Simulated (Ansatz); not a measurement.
# What NaVSe3 (model cell, started as cubic perovskite with V in the octahedra) distorts into, part 2 of 3

Wanted: the energy along a soft mode of NaVSe3 (model cell, started as cubic perovskite with V in the octahedra) and the structure at the end.

Ansatz 0.2.0; DFT PBE, scalar-relativistic, plane waves, PAW; PAW set soft_1.

So far, highest frequency on the path or at a solved wavevector (cm⁻¹): step 2 (the dispersion) 252. Also lowest frequency on the path (cm⁻¹): step 2 -133.

The structure was built from a prototype and need not be the compound's stable phase.

**6. Relaxing from the distorted cell**

Starting from the lowest point found, all atoms and the cell are let go, so that strain and other modes of the same symmetry can join in.

input.yaml

```yaml
crystal:
  lattice:
    - [4.8932201373, 0.0, 0.0]
    - [0.0, 4.8932201373, 0.0]
    - [0.0, 0.0, 4.8932201373]
  atoms:
    - { symbol: Na, position: [0.0, -0.0009043796, -0.0009043796] }
    - { symbol: V, position: [0.5, 0.5650283541, 0.5650283541] }
    - { symbol: Se, position: [0.5, 0.477580846, 0.0031540135] }
    - { symbol: Se, position: [0.5, 0.0031540135, 0.477580846] }
    - { symbol: Se, position: [0.0, 0.477580846, 0.477580846] }
kpoints:
  mp_grid: { grid: [8, 8, 8] }
hamiltonian:
  xc: pbe
  pseudopotentials: { kind: paw, azcp: { folder: soft_1 } }
scf:
  occupations: { method: methfessel_paxton, width: 0.2 }
output:
  forces: true
  stress: true
  eigenvalues: true
relax:
  adjacent_minimum: "off"
  f_tol: 0.002
  max_steps: 120
  cell: { stress_tol: 0.03 }
```

Run with:

```
$ ansatz run input.yaml --threads 4 --pin off --max-ram 16384MiB --backend cpu --events-out ev --progress --plain --runs-dir out
```

Numbers of over 12 decimals in the logs are rounded to 6 here.

Output:

```text
[...]
Crystal: 5 atoms, lattice volume = 117.161 Å³
Basis set: ecut = 420 eV, 2301 PW (Γ), exchange–correlation on 72×72×72 points (8 copies of the dense FFT grid, shifted against one another)
Bands: 42, of which v1, the nominal top of the filled ones, is band 35 counted from 1 (34 counted from 0)
Symmetry: 4 space group operations
[...]
k-points: 105 of 512 (time reversal used)
[...]
SCF iter   1: F=—  HF=-20816.296437 eV  |F-HF|=—  |Δ(HF+E_count)|=         —  Δρ=2.44e-1  dr2=1.18e2  ethr=3.10e-3  ⟨swp⟩=5.7  Hψ=15344  notcnv=0
[...]
SCF iter  13: F=-20808.627839 eV  HF=-20808.627839 eV  |F-HF|=6.16e-8  |Δ(HF+E_count)|=   4.36e-8  S|Δr|=    0.00e0  Δρ=6.10e-6  dr2=6.66e-8  ethr=1.43e-10  ⟨swp⟩=6.6  Hψ=18193  notcnv=0
SCF 1 converged in 13 iterations: F = -20808.627839 eV  dr2 = 6.66e-8
[...]
relax step   1: F+E_penalty+E_count = -20808.62783914 eV  Δ(F+E_penalty+E_count) = +0.000e0 eV  max|allowed force component| = 9.453e-1 eV/Å  Δτ_max = 0.0000 Å  P = +2.678 GPa  Ω = 117.161 Å³  (13 SCF iters, dr2 threshold 1.00e-7 eV, accepted)
Crystal: 5 atoms, lattice volume = 119.016 Å³
Basis set: ecut = 420 eV, 2349 PW (Γ), exchange–correlation on 72×72×72 points (8 copies of the dense FFT grid, shifted against one another)
[...]
SCF iter   8: F=-20808.835933 eV  HF=-20808.835933 eV  |F-HF|=2.42e-8  |Δ(HF+E_count)|=   8.56e-9  S|Δr|=    0.00e0  Δρ=5.36e-6  dr2=3.58e-8  ethr=7.14e-10  ⟨swp⟩=4.0  Hψ=14613  notcnv=0
SCF 2 converged in 8 iterations: F = -20808.835933 eV  dr2 = 3.58e-8
[...]
relax step   2: F+E_penalty+E_count = -20808.83593323 eV  Δ(F+E_penalty+E_count) = -2.081e-1 eV  max|allowed force component| = 1.732e-1 eV/Å  Δτ_max = 0.1946 Å  P = +0.136 GPa  Ω = 119.016 Å³  energy of the carried Pulay correction = -3.604e-4 eV  (8 SCF iters, dr2 threshold 5.00e-7 eV, accepted)
Crystal: 5 atoms, lattice volume = 120.741 Å³
Basis set: ecut = 420 eV, 2369 PW (Γ), exchange–correlation on 72×72×72 points (8 copies of the dense FFT grid, shifted against one another)
[...]
SCF iter   7: F=-20808.869532 eV  HF=-20808.869532 eV  |F-HF|=4.18e-8  |Δ(HF+E_count)|=   7.95e-9  S|Δr|=    0.00e0  Δρ=7.64e-6  dr2=7.91e-8  ethr=7.14e-10  ⟨swp⟩=7.2  Hψ=22139  notcnv=0
SCF 3 converged in 7 iterations: F = -20808.869532 eV  dr2 = 7.91e-8
relax step   3: F+E_penalty+E_count = -20808.86953226 eV  Δ(F+E_penalty+E_count) = -3.360e-2 eV  max|allowed force component| = 1.845e-1 eV/Å  Δτ_max = 0.0885 Å  P = -0.386 GPa  Ω = 120.741 Å³  energy of the carried Pulay correction = -6.905e-4 eV  (7 SCF iters, dr2 threshold 5.00e-7 eV, accepted)
[... from here on, the SCF cycles and remarks between the steps are left out ...]
relax step   4: F+E_penalty+E_count = -20808.89067659 eV  Δ(F+E_penalty+E_count) = -2.114e-2 eV  max|allowed force component| = 1.011e-1 eV/Å  Δτ_max = 0.0414 Å  P = -0.093 GPa  Ω = 121.263 Å³  energy of the carried Pulay correction = -7.895e-4 eV  (6 SCF iters, dr2 threshold 5.00e-7 eV, accepted)
relax step   5: F+E_penalty+E_count = -20808.91515977 eV  Δ(F+E_penalty+E_count) = -2.448e-2 eV  max|allowed force component| = 1.106e-1 eV/Å  Δτ_max = 0.0461 Å  P = +0.678 GPa  Ω = 122.432 Å³  energy of the carried Pulay correction = -1.010e-3 eV  (7 SCF iters, dr2 threshold 5.00e-7 eV, accepted)
relax step   6: F+E_penalty+E_count = -20808.93571345 eV  Δ(F+E_penalty+E_count) = -2.055e-2 eV  max|allowed force component| = 1.346e-1 eV/Å  Δτ_max = 0.0416 Å  P = +0.552 GPa  Ω = 126.836 Å³  energy of the carried Pulay correction = -1.820e-3 eV  (7 SCF iters, dr2 threshold 5.00e-7 eV, accepted)
relax step   7: F+E_penalty+E_count = -20808.95861429 eV  Δ(F+E_penalty+E_count) = -2.290e-2 eV  max|allowed force component| = 7.696e-2 eV/Å  Δτ_max = 0.0438 Å  P = +0.296 GPa  Ω = 131.071 Å³  energy of the carried Pulay correction = -2.572e-3 eV  (9 SCF iters, dr2 threshold 5.00e-7 eV, accepted)
relax step   8: F+E_penalty+E_count = -20808.96180254 eV  Δ(F+E_penalty+E_count) = -3.188e-3 eV  max|allowed force component| = 3.556e-2 eV/Å  Δτ_max = 0.0447 Å  P = -0.197 GPa  Ω = 134.616 Å³  energy of the carried Pulay correction = -3.182e-3 eV  (10 SCF iters, dr2 threshold 5.00e-7 eV, accepted)
relax step   9: F+E_penalty+E_count = -20808.96529976 eV  Δ(F+E_penalty+E_count) = -3.497e-3 eV  max|allowed force component| = 5.101e-2 eV/Å  Δτ_max = 0.0195 Å  P = -0.131 GPa  Ω = 133.792 Å³  energy of the carried Pulay correction = -3.042e-3 eV  (9 SCF iters, dr2 threshold 5.00e-7 eV, accepted)
relax step  10: F+E_penalty+E_count = -20808.97109312 eV  Δ(F+E_penalty+E_count) = -5.793e-3 eV  max|allowed force component| = 1.581e-1 eV/Å  Δτ_max = 0.1249 Å  P = +0.518 GPa  Ω = 133.289 Å³  energy of the carried Pulay correction = -2.956e-3 eV  (12 SCF iters, dr2 threshold 3.41e-7 eV, accepted)
relax step  11: F+E_penalty+E_count = -20808.97401605 eV  Δ(F+E_penalty+E_count) = -2.923e-3 eV  max|allowed force component| = 3.299e-2 eV/Å  Δτ_max = 0.1299 Å  P = +0.284 GPa  Ω = 134.025 Å³  energy of the carried Pulay correction = -3.082e-3 eV  (11 SCF iters, dr2 threshold 5.00e-7 eV, accepted)
relax step  12: F+E_penalty+E_count = -20808.97664766 eV  Δ(F+E_penalty+E_count) = -2.632e-3 eV  max|allowed force component| = 7.841e-2 eV/Å  Δτ_max = 0.0408 Å  P = -0.154 GPa  Ω = 135.875 Å³  energy of the carried Pulay correction = -3.395e-3 eV  (8 SCF iters, dr2 threshold 3.87e-7 eV, accepted)
relax step  13: F+E_penalty+E_count = -20808.97787108 eV  Δ(F+E_penalty+E_count) = -1.223e-3 eV  max|allowed force component| = 1.959e-2 eV/Å  Δτ_max = 0.0208 Å  P = +0.055 GPa  Ω = 136.281 Å³  energy of the carried Pulay correction = -3.463e-3 eV  (7 SCF iters, dr2 threshold 3.84e-7 eV, accepted)
relax step  14: F+E_penalty+E_count = -20808.97819802 eV  Δ(F+E_penalty+E_count) = -3.269e-4 eV  max|allowed force component| = 8.676e-3 eV/Å  Δτ_max = 0.0069 Å  P = +0.028 GPa  Ω = 136.467 Å³  energy of the carried Pulay correction = -3.494e-3 eV  (7 SCF iters, dr2 threshold 7.28e-8 eV, accepted)
relax step  15: F+E_penalty+E_count = -20808.97877498 eV  Δ(F+E_penalty+E_count) = -5.770e-4 eV  max|allowed force component| = 6.884e-3 eV/Å  Δτ_max = 0.0173 Å  P = -0.001 GPa  Ω = 136.740 Å³  energy of the carried Pulay correction = -3.540e-3 eV  (9 SCF iters, dr2 threshold 2.07e-8 eV, accepted)
[...]
relax step  24: F+E_penalty+E_count = -20809.07839294 eV  Δ(F+E_penalty+E_count) = -3.691e-3 eV  max|allowed force component| = 1.113e-1 eV/Å  Δτ_max = 0.0597 Å  P = -0.104 GPa  Ω = 155.202 Å³  energy of the carried Pulay correction = -4.223e-3 eV  (9 SCF iters, dr2 threshold 5.00e-7 eV, accepted)
relax step  25: F+E_penalty+E_count = -20809.08392690 eV  Δ(F+E_penalty+E_count) = -5.534e-3 eV  max|allowed force component| = 4.700e-2 eV/Å  Δτ_max = 0.0269 Å  P = -0.083 GPa  Ω = 153.447 Å³  energy of the carried Pulay correction = -3.659e-3 eV  (9 SCF iters, dr2 threshold 5.00e-7 eV, accepted)
relax step  26: F+E_penalty+E_count = -20809.08782070 eV  Δ(F+E_penalty+E_count) = -3.894e-3 eV  max|allowed force component| = 2.763e-2 eV/Å  Δτ_max = 0.0289 Å  P = +0.038 GPa  Ω = 153.567 Å³  energy of the carried Pulay correction = -3.688e-3 eV  (9 SCF iters, dr2 threshold 2.29e-7 eV, accepted)
relax step  27: F+E_penalty+E_count = -20809.09353591 eV  Δ(F+E_penalty+E_count) = -5.715e-3 eV  max|allowed force component| = 1.109e-1 eV/Å  Δτ_max = 0.0624 Å  P = +0.165 GPa  Ω = 151.162 Å³  energy of the carried Pulay correction = -2.962e-3 eV  (10 SCF iters, dr2 threshold 4.77e-8 eV, accepted)
relax step  28: F+E_penalty+E_count = -20809.09638398 eV  Δ(F+E_penalty+E_count) = -2.848e-3 eV  max|allowed force component| = 1.152e-1 eV/Å  Δτ_max = 0.0689 Å  P = +0.173 GPa  Ω = 147.982 Å³  energy of the carried Pulay correction = -2.102e-3 eV  (9 SCF iters, dr2 threshold 5.00e-7 eV, accepted)
relax step  29: F+E_penalty+E_count = -20809.09714469 eV  Δ(F+E_penalty+E_count) = -7.607e-4 eV  max|allowed force component| = 4.287e-2 eV/Å  Δτ_max = 0.0173 Å  P = -0.117 GPa  Ω = 148.618 Å³  energy of the carried Pulay correction = -2.269e-3 eV  (8 SCF iters, dr2 threshold 5.00e-7 eV, accepted)
relax step  30: F+E_penalty+E_count = -20809.09769238 eV  Δ(F+E_penalty+E_count) = -5.477e-4 eV  max|allowed force component| = 7.201e-3 eV/Å  Δτ_max = 0.0106 Å  P = -0.024 GPa  Ω = 148.470 Å³  energy of the carried Pulay correction = -2.231e-3 eV  (8 SCF iters, dr2 threshold 1.15e-7 eV, accepted)
relax step  31: F+E_penalty+E_count = -20809.09788932 eV  Δ(F+E_penalty+E_count) = -1.969e-4 eV  max|allowed force component| = 9.913e-3 eV/Å  Δτ_max = 0.0077 Å  P = +0.015 GPa  Ω = 147.889 Å³  energy of the carried Pulay correction = -2.084e-3 eV  (10 SCF iters, dr2 threshold 3.24e-9 eV, accepted)
relax step  32: F+E_penalty+E_count = -20809.09788051 eV  Δ(F+E_penalty+E_count) = +8.815e-6 eV  max|allowed force component| = 1.224e-3 eV/Å  Δτ_max = 0.0009 Å  P = -0.000 GPa  Ω = 147.971 Å³  energy of the carried Pulay correction = -2.105e-3 eV  (8 SCF iters, dr2 threshold 6.14e-9 eV, accepted)
relax step  33: F+E_penalty+E_count = -20809.11295340 eV  Δ(F+E_penalty+E_count) = -1.507e-2 eV  max|allowed force component| = 1.743e-3 eV/Å  Δτ_max = 0.0000 Å  P = +0.140 GPa  Ω = 147.971 Å³  stress off target by 4.11e-1 GPa  SCF on the basis re-selected at this cell (its energy is not comparable with the rows above)  (14 SCF iters)
relax step  34: F+E_penalty+E_count = -20809.12060342 eV  Δ(F+E_penalty+E_count) = -7.650e-3 eV  max|allowed force component| = 5.736e-2 eV/Å  Δτ_max = 0.0381 Å  P = +0.198 GPa  Ω = 148.016 Å³  energy of the carried Pulay correction = -7.209e-6 eV  (9 SCF iters, dr2 threshold 4.21e-7 eV, accepted)
relax step  35: F+E_penalty+E_count = -20809.12651995 eV  Δ(F+E_penalty+E_count) = -5.917e-3 eV  max|allowed force component| = 7.936e-2 eV/Å  Δτ_max = 0.0475 Å  P = +0.180 GPa  Ω = 150.329 Å³  energy of the carried Pulay correction = -3.468e-4 eV  (10 SCF iters, dr2 threshold 4.82e-7 eV, accepted)
relax step  36: F+E_penalty+E_count = -20809.12839318 eV  Δ(F+E_penalty+E_count) = -1.873e-3 eV  max|allowed force component| = 3.276e-2 eV/Å  Δτ_max = 0.0358 Å  P = +0.044 GPa  Ω = 152.146 Å³  energy of the carried Pulay correction = -6.381e-4 eV  (10 SCF iters, dr2 threshold 3.94e-7 eV, accepted)
relax step  37: F+E_penalty+E_count = -20809.12774553 eV  Δ(F+E_penalty+E_count) = +6.477e-4 eV  max|allowed force component| = 5.672e-2 eV/Å  Δτ_max = 0.0232 Å  P = -0.072 GPa  Ω = 153.522 Å³  energy of the carried Pulay correction = -8.784e-4 eV  (10 SCF iters, dr2 threshold 6.71e-8 eV, rejected (line search))
relax step  38: F+E_penalty+E_count = -20809.12858555 eV  Δ(F+E_penalty+E_count) = -1.924e-4 eV  max|allowed force component| = 1.694e-3 eV/Å  Δτ_max = 0.0078 Å  P = -0.002 GPa  Ω = 152.557 Å³  energy of the carried Pulay correction = -7.087e-4 eV  (13 SCF iters, accepted)
relax step  39: F+E_penalty+E_count = -20809.12859732 eV  Δ(F+E_penalty+E_count) = -1.177e-5 eV  max|allowed force component| = 5.970e-4 eV/Å  Δτ_max = 0.0018 Å  P = -0.002 GPa  Ω = 152.549 Å³  energy of the carried Pulay correction = -7.075e-4 eV  (11 SCF iters, accepted)
Basis set: ecut = 420 eV, 2985 PW (Γ), exchange–correlation on 54×90×90 points (8 copies of the dense FFT grid, shifted against one another)
[...]
SCF iter  13: F=-20809.130131 eV  HF=-20809.130131 eV  |F-HF|=0.00e0  |Δ(HF+E_count)|=  3.27e-11  S|Δr|=    0.00e0  Δρ=5.86e-8  dr2=7.89e-12  ethr=1.00e-12  ⟨swp⟩=4.9  Hψ=20471  notcnv=0
SCF 40 converged in 13 iterations: F = -20809.130131 eV  dr2 = 7.89e-12
relax step  40: F+E_penalty+E_count = -20809.13013119 eV  Δ(F+E_penalty+E_count) = -1.534e-3 eV  max|allowed force component| = 1.368e-3 eV/Å  Δτ_max = 0.0000 Å  P = +0.004 GPa  Ω = 152.549 Å³  stress off target by 2.86e-2 GPa  SCF on the basis re-selected at this cell (its energy is not comparable with the rows above)  (13 SCF iters)
[...]
SCF converged after 13 iterations
[...]
Free energy (F): -20809.130131 eV
[...]
Internal energy: -20809.137354 eV  (E = F + TS)
E sigma→0 (E₀):  -20809.131937 eV
Entropy (-TS):   0.007223 eV (1.445 meV/atom)
Fermi energy:    4.377025 eV
Step filling:    the computed levels leave a gap of 0.2991 eV = 1.5 smearing widths at the electron count; against every level under it full and every level over it empty, smearing changes F+E_penalty+E_count by +2.853 meV and its σ→0 estimate by +1.047 meV
[...]
--- Forces (eV/Å), atoms counted from 1 ---
  atom   1  Na    -0.00000000    -0.00051711    -0.00051711
  atom   2  V      0.00000000     0.00102313     0.00102313
  atom   3  Se     0.00000000     0.00090151    -0.00136763
  atom   4  Se     0.00000000    -0.00136763     0.00090151
  atom   5  Se    -0.00000000    -0.00003948    -0.00003948
  max |Σ_I F_I| component: 4.12e-7 eV/Å
--- Stress (GPa, compression-positive) ---
       -0.007445       0.000000       0.000000
        0.000000       0.009117       0.019520
        0.000000       0.019520       0.009117
  P = ⅓ Tr σ = 0.0036 GPa (0.036 kbar)
--- Band table (eV; the first three rows and the last of 105) ---
  k-point 0: bands = [... 31 lower, 2.3498, 3.0007, 3.1062, 4.1219, 4.9755, 5.5493, 6.4194, 6.8334, ... 3 higher]
  k-point 1: bands = [... 31 lower, 2.3266, 2.9681, 3.1566, 3.9796, 5.0262, 5.5341, 6.4940, 6.8278, ... 3 higher]
  k-point 2: bands = [... 31 lower, 2.2571, 2.9276, 3.2415, 3.6757, 5.1070, 5.4950, 6.4133, 6.8526, ... 3 higher]
  k-point 104: bands = [... 31 lower, 2.2422, 3.0107, 3.5942, 3.7529, 4.4988, 5.1300, 5.2975, 6.3116, ... 3 higher]
--- Relaxed structure (37 steps of the walk, 35 accepted, 3 SCFs on fresh bases) ---
  F+E_penalty+E_count = -20809.13013119 eV   max|allowed force component| = 1.368e-3 eV/Å   (the final SCF, on the basis selected at the relaxed cell)
  cell:  # Å, volume = 152.5492 Å³
    - [4.037072, 0, 0]
    - [0, 6.258696, 1.176510]
    - [0, 1.176510, 6.258696]
  atoms:
    - { symbol: Na, position: [0, -0.108270, -0.108270] }
    - { symbol: V, position: [0.5, 0.626718, 0.626718] }
    - { symbol: Se, position: [0.5, 0.497682, 0.00156666] }
    - { symbol: Se, position: [0.5, 0.00156666, 0.497682] }
    - { symbol: Se, position: [0, 0.504744, 0.504744] }
```

Elapsed: 16 min, on 4 threads of Arm Neoverse V1, shared host; peak memory 0.81 GiB; 64 min of CPU time.

The steps of the relaxation (22 of 40):

```csv
step,energy less that of the first step (eV),largest force component (eV/Å),pressure (GPa),volume (Å³)
1,0.0000,0.9453,2.68,117.16
3,-0.2417,0.1845,-0.39,120.74
5,-0.2873,0.1106,0.68,122.43
7,-0.3308,0.0770,0.30,131.07
8,-0.3340,0.0356,-0.20,134.62
10,-0.3433,0.1581,0.52,133.29
12,-0.3488,0.0784,-0.15,135.88
14,-0.3504,0.0087,0.03,136.47
16,-0.3497,0.0820,0.11,137.39
18,-0.3511,0.0019,0.00,137.06
20,-0.4140,0.0559,0.05,141.41
21,-0.4358,0.0907,0.05,147.69
23,-0.4469,0.2537,0.01,156.77
25,-0.4561,0.0470,-0.08,153.45
27,-0.4657,0.1109,0.16,151.16
29,-0.4693,0.0429,-0.12,148.62
31,-0.4700,0.0099,0.01,147.89
33*,-0.4851,0.0017,0.14,147.97
34,-0.4928,0.0574,0.20,148.02
36,-0.5006,0.0328,0.04,152.15
38,-0.5007,0.0017,0.00,152.56
40*,-0.5023,0.0014,0.00,152.55
```

Relaxation steps marked * repeat the geometry before them on a plane-wave basis chosen anew for their cell, so energy and pressure can jump there. Other such steps can lie between the rows shown. Relaxation steps 16, 37 were tried and not accepted.

Forces are held to the 4 operations that the run works with; a distortion that breaks them can't arise in this run.

```csv
cell as run,before,after,change
a (Å),4.893,4.037,-17.5 %
b (Å),4.893,6.368,+30.1 %
c (Å),4.893,6.368,+30.1 %
α (°),90.00,68.71,-23.7 %
volume (Å³/atom),23.43,30.51,+30.2 %
```

The atoms that moved most (Å, as changes of fractional coordinates times the final cell):

```csv
atom,dx,dy,dz,length
Na1,0.000,-0.798,-0.798,1.129
V2,0.000,0.459,0.459,0.649
Se5,0.000,0.202,0.202,0.286
Se4,0.000,0.014,0.124,0.125
Se3,0.000,0.124,0.014,0.125
```

Final coordinates:

```xyz
5
Lattice="4.0371 0.0000 0.0000 0.0000 6.2587 1.1765 0.0000 1.1765 6.2587" Properties=species:S:1:pos:R:3 pbc="T T T"
Na    0.0000   -0.8050   -0.8050
V     2.0185    4.6598    4.6598
Se    2.0185    3.1167    0.5953
Se    2.0185    0.5953    3.1167
Se    0.0000    3.7529    3.7529
```

Numbers from this step:

```yaml
pressure: 0.003597 GPa
volume_per_atom: 30.51 Å³
gap_on_the_k_mesh: 0.2991 eV
```

The distorted start has space group Amm2; the relaxation ends in Amm2.

**7. The new phase in its own primitive cell**

The relaxed structure is symmetrised, reduced to its primitive cell and relaxed tightly, as its phonons need.

input.yaml

```yaml
crystal:
  lattice:
    - [4.0370723972, 0.0, 0.0]
    - [0.0, 3.5936478056, 5.2574848585]
    - [0.0, -3.5936478056, 5.2574848585]
  atoms:
    - { symbol: Na, position: [0.0, 0.8917295514, 0.8917295514] }
    - { symbol: V, position: [0.5, 0.6267176851, 0.6267176851] }
    - { symbol: Se, position: [0.5, 0.4976816315, 0.0015666595] }
    - { symbol: Se, position: [0.5, 0.0015666595, 0.4976816315] }
    - { symbol: Se, position: [0.0, 0.5047441525, 0.5047441525] }
kpoints:
  mp_grid: { grid: [8, 6, 6] }
hamiltonian:
  xc: pbe
  pseudopotentials: { kind: paw, azcp: { folder: soft_1 } }
scf:
  occupations: { method: fixed }
output:
  forces: true
  stress: true
  eigenvalues: true
relax:
  adjacent_minimum: "off"
  f_tol: 0.001
  max_steps: 60
  cell: { stress_tol: 0.01 }
```

Output:

```text
[...]
Crystal: 5 atoms, lattice volume = 152.549 Å³
Basis set: ecut = 420 eV, 2985 PW (Γ), exchange–correlation on 54×90×90 points (8 copies of the dense FFT grid, shifted against one another)
Bands: 42, of which v1, the nominal top of the filled ones, is band 35 counted from 1 (34 counted from 0)
Symmetry: 4 space group operations
[...]
k-points: 65 of 288 (time reversal used)
[...]
- [4.029002, 2.344894263209791e-19, -1.0122515803968499e-18]
    - [-1.1095230661954449e-18, 3.589888, 5.291743]
    - [-1.526990146012613e-18, -3.589888, 5.291743]
  atoms:
    - { symbol: Na, position: [1.5047981709661038e-19, 0.890689, 0.890689] }
    - { symbol: V, position: [0.500000, 0.627328, 0.627328] }
    - { symbol: Se, position: [0.500000, 0.497362, 0.00163858] }
    - { symbol: Se, position: [0.500000, 0.00163858, 0.497362] }
    - { symbol: Se, position: [0, 0.505422, 0.505422] }
[key lines of the parts left out:]
SCF converged after 10 iterations
Free energy (F): -20809.133109 eV
Fermi energy:    4.089162 eV
P = ⅓ Tr σ = -0.0023 GPa (-0.023 kbar)
```

Elapsed: 1.9 min, on 4 threads; peak memory 0.67 GiB.

Step by step:

```csv
step,energy less that of the first step (eV),largest force component (eV/Å),pressure (GPa),volume (Å³)
1,0.0000,0.0078,0.01,152.55
2,0.0000,0.0034,0.00,152.67
3,0.0000,0.0175,-0.01,153.03
4,0.0000,0.0053,0.00,153.16
5,-0.0001,0.0011,0.00,153.09
6,-0.0001,0.0025,0.00,153.05
7,-0.0001,0.0006,0.00,153.08
8*,-0.0001,0.0006,0.00,153.08
```

Relaxation steps marked * repeat the geometry before them on a plane-wave basis chosen anew for their cell, so energy and pressure can jump there.

The run keeps the 4 symmetry operations that it works with, so distortions that break them were not tested.

```csv
"conventional cell, symmetrised",before,after,change
a (Å),4.037,4.029,-0.2 %
b (Å),7.187,7.180,-0.1 %
c (Å),10.515,10.583,+0.7 %
volume (Å³/atom),30.51,30.62,+0.3 %
```

The atoms that moved most (Å, as changes of fractional coordinates times the final cell):

```csv
atom,dx,dy,dz,length
Na1,0.000,0.000,-0.011,0.011
Se5,0.000,0.000,0.007,0.007
V2,0.000,0.000,0.006,0.006
```

Numbers from this step:

- pressure: -0.002291 GPa
- gap on the k-mesh: 0.2990 eV
- volume per atom: 30.62 Å³
- direct gap on mesh: 0.6122 eV

The largest force component left is 0.56 meV/Å and the pressure is -0.002 GPa, within the tolerances set. The cell now holds 30.62 Å³/atom.

[end of part 2 of 3]

[Logs are printed without paths, hosts, clocks, repeated set-up lines and the standing remarks that a program may print on its own settings, such as how far it seeks lower states.]

[Hosts, paths, dates, database ids (printed as entryN), source tags and the programs' standing remarks are cut or masked in the printed files.]
